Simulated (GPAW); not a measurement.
# How CuNiAu absorbs and reflects light, part 2 of 2

Aim: the dielectric function of CuNiAu, and the optical constants that follow from it.

GPAW 26.7.0; DFT, RPBE, plane-wave PAW (GPAW data sets), scalar-relativistic, RPA, optical limit.

So far. Step 2 (Ground state): There are states at the Fermi level within the smearing, so the occupations stay smeared and the carriers get a Drude term.

## Step 4: Dielectric function, RPA (continued)

Some rows of df_x.csv (energy; Re and Im without local fields; Re and Im with them):

```text
0.000000, 37211.687057, -0.000001, 37211.680326, -0.000001
0.555532, -72.448651, 51.248884, -72.454393, 51.252697
1.143969, -17.909798, 34.209707, -17.920192, 34.206268
1.768324, -12.514242, 18.214673, -12.528867, 18.211802
2.431988, -6.764892, 12.671217, -6.783163, 12.663250
3.138794, -4.804046, 8.157503, -4.817307, 8.148758
3.893091, -2.018931, 6.908555, -2.017047, 6.892392
4.699832, -1.834152, 5.428812, -1.836502, 5.423031
5.564682, -1.589702, 4.936515, -1.584844, 4.933405
6.494155, -1.434669, 3.835312, -1.430262, 3.835912
7.495775, -1.194298, 3.156872, -1.193431, 3.157295
8.578281, -0.690199, 2.606932, -0.692077, 2.607189
9.751884, -0.586073, 2.147943, -0.589332, 2.145249
11.028587, -0.305948, 1.821666, -0.311013, 1.819270
12.422601, -0.048034, 1.685749, -0.052792, 1.678603
13.950874, -0.134476, 1.507020, -0.138712, 1.497838
15.633783, -0.091459, 1.139302, -0.088357, 1.126686
17.496047, 0.011800, 0.957492, 0.023873, 0.946267
19.567954, 0.134292, 0.758998, 0.145009, 0.760736
```

Sum at mesh points, not converged in k. Im ε against photon energy; read off at these points:

```tsv
photon energy (eV)	E ∥ x	E ∥ z
0.5	55.4	71.8
1.0	38.1	29.8
1.5	25.3	17.4
2.0	15.4	14.3
2.5	12.3	11.3
3.0	9.06	8.67
3.5	7.19	8.23
4.0	7.03	7.18
4.5	5.90	5.53
5.0	5.56	5.03
5.5	4.97	4.48
6.0	4.34	4.19
6.5	3.83	3.80
7.0	3.33	3.36
7.5	3.15	2.84
8.0	2.63	2.52
8.5	2.64	2.41
9.0	2.36	2.19
9.5	2.22	2.06
10.0	1.97	2.12
10.5	1.90	2.06
11.0	1.83	1.94
11.5	1.66	1.88
12.0	1.59	1.82
12.5	1.66	1.68
13.0	1.63	1.53
13.5	1.56	1.48
14.0	1.49	1.45
14.5	1.36	1.31
15.0	1.29	1.24
15.5	1.14	1.15
16.0	1.09	1.04
16.5	1.07	0.944
17.0	0.955	0.910
17.5	0.946	0.877
18.0	0.888	0.781
18.5	0.866	0.813
19.0	0.831	0.783
19.5	0.767	0.714
20.0	0.782	0.742
```

Values under 1 per cm are given as 1; sum at mesh points, not converged in k. Table of absorption coefficient by photon energy:

```tsv
photon energy (eV)	E ∥ x (1/cm)	E ∥ z (1/cm)
0.492	5.1e5	4.8e5
1.010	5.9e5	5.8e5
1.486	7.3e5	6.0e5
1.985	7.4e5	6.5e5
2.508	8.1e5	7.1e5
3.018	8.6e5	7.6e5
3.510	8.3e5	8.0e5
3.980	8.7e5	8.8e5
4.516	9.6e5	9.3e5
4.981	9.7e5	9.1e5
5.515	1.0e6	9.7e5
6.021	1.1e6	9.9e5
6.494	1.1e6	1.0e6
6.985	1.1e6	1.0e6
7.496	1.1e6	1.1e6
8.026	1.1e6	1.0e6
8.516	1.1e6	1.1e6
9.023	1.1e6	1.0e6
9.483	1.2e6	1.0e6
10.026	1.1e6	1.1e6
10.519	1.1e6	1.1e6
11.029	1.2e6	1.1e6
11.479	1.1e6	1.1e6
12.023	1.1e6	1.2e6
12.504	1.2e6	1.2e6
13.000	1.2e6	1.2e6
13.512	1.3e6	1.2e6
14.040	1.3e6	1.3e6
14.493	1.3e6	1.2e6
14.960	1.3e6	1.2e6
15.536	1.2e6	1.2e6
16.031	1.2e6	1.2e6
16.541	1.3e6	1.2e6
16.959	1.2e6	1.1e6
17.496	1.2e6	1.1e6
18.049	1.2e6	1.1e6
18.504	1.2e6	1.1e6
18.969	1.2e6	1.1e6
19.447	1.1e6	1.0e6
20.061	1.1e6	1.1e6
```

Sum at mesh points, not converged in k. Im ε, E ∥ x against photon energy; read off at these points:

```tsv
photon energy (eV)	without local fields	with local fields
1	38.1	38.1
2	15.4	15.4
3	9.07	9.06
4	7.04	7.03
5	5.58	5.56
6	4.34	4.34
7	3.33	3.33
8	2.62	2.63
9	2.36	2.36
10	1.98	1.97
11	1.83	1.83
12	1.60	1.59
13	1.64	1.63
14	1.50	1.49
15	1.30	1.29
16	1.10	1.09
17	0.968	0.955
18	0.893	0.888
19	0.831	0.831
20	0.778	0.782
```

Sum at mesh points, not converged in k. The loss function −Im 1/ε at q → 0 by energy loss; read off at these points:

```tsv
energy loss (eV)	E ∥ x	E ∥ z
0.50	0.00471	0.00647
1.00	0.0196	0.0187
1.50	0.0280	0.0421
2.00	0.0481	0.0612
2.50	0.0633	0.0799
3.00	0.0808	0.101
3.50	0.118	0.117
4.00	0.132	0.128
4.50	0.144	0.152
5.00	0.166	0.186
5.50	0.182	0.204
6.00	0.206	0.227
6.50	0.229	0.242
7.00	0.263	0.278
7.50	0.277	0.312
8.00	0.338	0.372
8.50	0.355	0.396
9.00	0.388	0.447
9.50	0.421	0.482
10.00	0.473	0.471
10.50	0.513	0.485
11.00	0.531	0.516
11.50	0.590	0.531
12.00	0.626	0.547
12.50	0.600	0.589
13.00	0.611	0.646
13.50	0.640	0.676
14.00	0.665	0.685
14.50	0.726	0.759
15.00	0.768	0.798
15.50	0.870	0.866
16.00	0.915	0.959
16.50	0.935	1.06
17.00	1.05	1.09
17.50	1.06	1.13
18.00	1.12	1.26
18.50	1.14	1.17
19.00	1.19	1.23
19.33	1.25	1.31
19.50	1.27	1.30
19.57	1.27	1.28
20.00	1.20	1.22
```

Sum at mesh points, not converged in k. The reflectivity at normal incidence by photon energy; read off at these points:

```tsv
photon energy (eV)	E ∥ x (%)	E ∥ z (%)
0.5	90.4	86.8
1.0	74.4	77.5
1.5	71.0	65.6
2.0	63.7	57.1
2.5	59.1	52.2
3.0	56.8	49.7
3.5	48.2	43.6
4.0	43.6	44.2
4.5	45.0	44.6
5.0	40.3	38.0
5.5	39.7	37.6
6.0	38.5	34.2
6.5	37.6	35.0
7.0	35.9	32.6
7.5	35.4	33.6
8.0	32.6	29.3
8.5	29.7	27.4
9.0	29.9	24.5
9.5	28.1	22.4
10.0	27.2	21.5
10.5	23.8	21.6
11.0	23.8	20.3
11.5	22.3	20.4
12.0	19.5	21.3
12.5	19.8	21.2
13.0	19.6	20.8
13.5	20.1	19.3
14.0	20.7	20.2
14.5	20.4	19.6
15.0	20.0	19.5
15.5	19.7	18.9
16.0	17.9	18.9
16.5	18.6	17.5
17.0	17.3	15.7
17.5	16.6	15.2
18.0	16.0	14.8
18.5	15.0	12.6
19.0	14.6	13.3
19.5	13.6	11.8
20.0	12.1	11.0
```

Optical constants at common wavelengths, from n + ik = √ε:

```tsv
wavelength (nm)	n x	k x	R (%) x	1/α x	n z	k z	R (%) z	1/α z
1550	3.40	6.462	77.7	19 nm	3.21	6.760	79.7	18 nm
1064	3.21	5.273	71.8	16 nm	2.38	4.915	73.2	17 nm
800	2.52	4.708	70.8	14 nm	2.20	3.803	64.4	17 nm
633	2.09	3.742	64.5	13 nm	2.24	3.228	57.2	16 nm
450	1.78	3.019	57.7	12 nm	1.92	2.694	51.3	13 nm
308	1.63	2.158	43.7	11 nm	1.63	2.185	44.2	11 nm
193	1.15	1.685	38.3	9.1 nm	1.21	1.605	35.1	9.6 nm
```

In reflection the computed colour is light grey: x = 0.321, y = 0.335, luminous reflectivity 58 %.

## Step 5: Summary of results

In words: At this level (RPBE, RPA) CuNiAu is a metal. The mesh is too coarse to trust the carriers' weight, the reflectivity or the colour to better than tens of per cent. In reflection the computed colour is light grey: x = 0.321, y = 0.335, luminous reflectivity 58 %. The carriers' damping of 0.03 eV is typed, not computed; it shapes the response at the lowest energies. Spin-orbit coupling is left out although heavy atoms are present. The magnetic state comes from one start and need not be the lowest. The curves end at 20 eV, about where the summed bands run out. In this version of GPAW the matrix elements of the optical limit are incomplete, which can lower ε − 1 by up to a tenth where first-row anions or d states rule, and shift it by more in d metals. GPAW's carrier term has the form −ωp²/(ω + i·rate)², which damps like twice the rate and fails at low energy, so the curves leave the lowest energies out. The sum runs over mesh points 0.16 Å⁻¹ apart with no interpolation, so peaks are partly noise of the mesh, and the Drude plasma energy, a sum over the Fermi surface, isn't converged.

[Machine, clock and banner lines and Python warnings are left out of the logs.]

[Logs are printed without paths, hosts, clocks, repeated set-up lines and the standing remarks that a program may print on its own settings, such as how far it seeks lower states.]

[Hosts, paths, dates, database ids (printed as entryN), source tags and the programs' standing remarks are cut or masked in the printed files.]
